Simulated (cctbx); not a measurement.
# Symmetry from intensities

Cell: a = 9.4200 Å, b = 5.3650 Å, c = 7.2330 Å, α = 90.00°, β = 101.03°, γ = 90.00°. Expected content of the cell: Co8 Ca8 B4.

Simulated single-crystal data (cctbx): Mo Kα, λ = 0.71073 Å, to d = 0.6 Å, 95 % of the full sphere, strongest reflection 70000 counts, noise from counting, a 4 % proportional error and a noise floor of 8 counts (s.d.); no absorption.

A first pass over the reflections prints:

```text
6578 reflections to d = 0.600 A
centring   violations  <I/sigma> of those
    A       1308 of  3269      7.0
    B       1308 of  3297      7.0
    C          0 of  3300     -0.0
    I       1312 of  3295      7.0
    R       1733 of  4374      7.0
    F       1308 of  4933      4.6
Laue class    unique    Rint  (classes that these axes allow; Friedel mates merged)
C 1 2/m 1         934   0.029
space group    extra absences  I>4sigma  <I/sigma>
C 1 2 1                 0          0         -  acentric
C 1 m 1                 0          0         -  acentric
C 1 c 1               139          0      -0.0  acentric
C 1 n 1               139          0      -0.0  acentric
C 1 2/m 1               0          0         -  centric
C 1 2/c 1             139          0      -0.0  centric
C 1 2/n 1             139          0      -0.0  centric
Wilson B = 0.96 A^2   <|E^2-1|> = 0.968 (0.968 centric, 0.736 acentric)   E^2>4: 3.6 %
shell (A)         n   <I/sigma>
 7.10 - 1.20    126     28.7
 1.20 - 0.95    125     24.9
 0.95 - 0.83    120     26.5
 0.83 - 0.76    112     22.1
 0.76 - 0.70    116     24.0
 0.70 - 0.66    115     21.8
 0.66 - 0.63    118     21.8
 0.63 - 0.60    102     20.3
```

**Question.** What are the lattice type, the Laue class and the likely space group?

The reflections that C centring forbids are absent (⟨I/σ⟩ near 0), so the lattice is C.

Only C 1 2/m 1 fits these axes (Rint 0.029); a search for a hidden higher lattice was not made.

7 settings pass the absence test. The most absences obeyed, 139, belong to C 1 c 1, C 1 n 1, C 1 2/c 1 and C 1 2/n 1, which absences can't tell apart.

⟨|E²−1|⟩ = 0.968 leans to a centrosymmetric structure. The Wilson B of 0.96 Å² means U ≈ 0.0122 Å².

The true group is C2/c (no. 15), Laue class 2/m, centrosymmetric. The tables only narrow the choice to the tied entries; cell content, site symmetry and trial solutions must settle it.

The model is made up (kin elements in a known structure type, no relaxation), so it says nothing on whether the phase exists.

[Logs are printed without paths, hosts, clocks, repeated set-up lines and the standing remarks that a program may print on its own settings, such as how far it seeks lower states.]
